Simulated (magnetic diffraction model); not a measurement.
**MnTlCuS₄: what an assumed order does to the neutron pattern**

Space group R3m (no. 160), a = 4.1320 Å, c = 30.3340 Å.

```
site  atom    x    y       z
  3a    Tl    0    0  0.2021
  3a    Cu  2/3  1/3  0.3219
  3a    Mn  1/3  2/3  0.0789
  3a     S    0    0  0.0760
  3a     S  1/3  2/3  0.0039
  3a     S  2/3  1/3  0.2416
  3a     S  1/3  2/3  0.1557
```

The compound is invented for this exercise: a known structure type with other elements, its cell scaled to their sizes and not relaxed.

Only Cu and Mn are taken to order (form factors of Cu2+ and Mn3+); orders and moment sizes are assumed, and not adapted to the symmetry. Radiation: neutrons of λ = 2.41 Å, 8° to 60°; isotropic B of 0.27 Å² (Tl), 0.27 Å² (Cu), 0.38 Å² (Mn) and 0.37 Å² (S). Simulated constant-wavelength pattern: nuclear and magnetic terms add, the magnetic one as |2.695 fm × Σ f S⊥ exp(2πi Q·r) exp(−B s²)|², summed over all Q at one angle with the factor 1/(sin²θ cos θ). For collinear order S is the moment m, which repeats by lattice and centring translations R with the sign exp(−2πi k·R). Free-ion form factors, Sears's scattering lengths of 1992, no absorption; a label names one of the reflections at its angle. The strongest nuclear line in the range is 100, and lines under 0.2 are left out.

Assume the order k = (0 0 0), collinear moments along [100], 0.83 μB on Cu and 3.48 μB on Mn; signs + at (2/3, 1/3, 0.3219), − at (1/3, 2/3, 0.0789).

Predict the pattern, nuclear and magnetic parts apart.

| 2θ (°) | index | nuclear | magnetic |
| --- | --- | --- | --- |
| 13.69 | (0 0 3) | 97.2 | 91.3 |
| 27.58 | (0 0 6) | 47.7 | 27.6 |
| 39.64 | (1 0 1) | 100.0 | 17.4 |
| 40.48 | (0 1 2) | 9.1 | 8.9 |
| 41.90 | (0 0 9) | 20.0 | 5.8 |
| 43.72 | (1 0 4) | 46.9 | 13.0 |
| 46.03 | (0 1 5) | 9.0 | 6.8 |
| 51.79 | (1 0 7) | 53.0 | 4.5 |
| 55.16 | (0 1 8) | 59.5 | 10.2 |
| 56.94 | (0 0 12) | 2.4 | 1.8 |

The strongest magnetic line in the range is (0 0 3) at 13.69° (91.3). On top of the Lorentz factor, which all lines share, magnetic lines fade with angle because f falls: for Cu2+ it is 0.93, 0.75, 0.55 and 0.23 at sin θ/λ = 0.1, 0.2, 0.3 and 0.5 Å⁻¹, while nuclear lengths stay constant. The net moment is 2.65 μB a primitive cell.

[Logs are printed without paths, hosts, clocks, repeated set-up lines and the standing remarks that a program may print on its own settings, such as how far it seeks lower states.]
